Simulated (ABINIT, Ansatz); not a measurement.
# Calculated records

## Quasiparticle gap of Diamond (Fd-3m, 2 atoms a cell) in ABINIT

Symmetry: Fd-3m, No. 227, cubic system. The conventional cell has a = 3.567 Å, b = 3.567 Å, c = 3.567 Å, α = 90.00°, β = 90.00°, γ = 90.00°. C has 4 C at 1.54 Å nearest.

* method: RPA screening on PBE, plane waves, norm-conserving pseudopotentials (and 2 further levels or steps)
* program: ABINIT 10.8.3
* settings: cutoff 37 Ha, PseudoDojo scalar-relativistic 0.4.1 standard, norm-conserving, ngkpt (8, 8, 8), nband 66, ecuteps 8.8 Ha, inclvkb 2, shiftk (0, 0, 0), symchi 1, awtr 1, frequency ppm, 8×8×8 k-mesh
* cost: 5 runs, 60 s in all on 8 MPI ranks of Intel Xeon Platinum 8259CL at 2.50GHz (Skylake/Cascade Lake), shared host
* notes: The program’s warnings: nkpt*nsppol () is not a multiple of nproc spkpt (). The cell and positions come from the Crystallography Open Database and are kept as given unless a step says otherwise.
* PBE gap: 4.19 eV, indirect
* G0W0 gap on the mesh: 5.47 eV
* GW settings: 8×8×8 mesh, 66 bands, screening to 239.5 eV, Godby-Needs plasmon pole
* known limits: short of the basis limit

G0W0 moves the gap on the mesh from 4.19 eV to 5.47 eV (+1.28 eV), with Z of 0.83 and 0.84 at the edges. Local fields lower the RPA ε∞ on this mesh from 5.95 to 5.51.

[Paths, hosts, dates, memory and timing lines, banners, echoed tables and standing remarks are left out of the program output; an Ansatz launch command may be rebuilt from the run's recorded settings. Measured values are a selection of at most five: reports struck by readers or far from the other reports are left out. None is set beside runs whose start may be inverted or whose files or cutoffs have a known fault.]

[Runs of the session that timed out or met a known fault of the program may be left out.]

[Hosts, paths, dates, database ids (printed as entryN), source tags and the programs' standing remarks are cut or masked in the printed files.]

[G0W0 gaps are taken among the corrected bands and points alone; a level outside them can change the order at an edge.]

[Where Ansatz stands beside ABINIT at settings called matched, ABINIT's density can come from a denser mesh and the files from another edition; pairs whose starting gaps differed by over 0.03 eV were left out, so agreement reads better than it is.]
